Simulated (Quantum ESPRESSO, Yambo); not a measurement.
Planning a run of Yambo 5.3.0 on SrAlGeH (P3m1). The input:

```
HF_and_locXC
gw0
dyson
ppa
em1d
rim_cut
RandQpts= 1000000
RandGvec= 1 RL
EXXRLvcs= 70 Ry
VXCRLvcs= 280 Ry
Chimod= "HARTREE"
% BndsRnXp
 1 | 96 |
%
NGsBlkXp= 8 Ry
% LongDrXp
 1 | 1 | 1 |
%
% GbndRnge
 1 | 96 |
%
DysSolver= "n"
ExtendOut
PPAPntXp= 27.21138 eV
% QPkrange
 1 | 10 | 12 | 19 |
%
```

```sh
OMP_NUM_THREADS=1 mpirun -n 4 yambo -F gw1.in -J gw1 -C gw1 > gw1.log
```

The stored states that it reads are on a 3×3×4 mesh. It takes space group P3m1 (No. 156, trigonal). The conventional cell has a = 4.266 Å, b = 4.266 Å, c = 4.967 Å, α = 90.00°, β = 90.00°, γ = 120.00°. Nearest to Sr lie 3 H at 2.51 Å. Nearest to Al lie 1 H at 1.75 Å and 3 Ge at 2.52 Å. Nearest to Ge lie 3 Al at 2.52 Å. H has 1 Al at 1.75 Å and 3 Sr at 2.51 Å nearest. Farther neighbours are not listed.

Question: Estimate wall time and host memory on 4 MPI ranks of Arm Neoverse V2, shared host.

It took 3.1 min; on shared hardware allow 93 s to 6.2 min. Peak host memory was 1.9 GiB.

The screening grows as filled bands × empty bands × pairs of k points, times the square of the screening basis for the matrix.

[Paths, hosts, dates, memory and timing lines, banners, echoed tables and standing remarks are left out of the program output.]

[Logs are printed without paths, hosts, clocks, repeated set-up lines and the standing remarks that a program may print on its own settings, such as how far it seeks lower states.]

[Runs of the session that timed out or met a known fault of the program may be left out.]

[Hosts, paths, dates, database ids (printed as entryN), source tags and the programs' standing remarks are cut or masked in the printed files.]
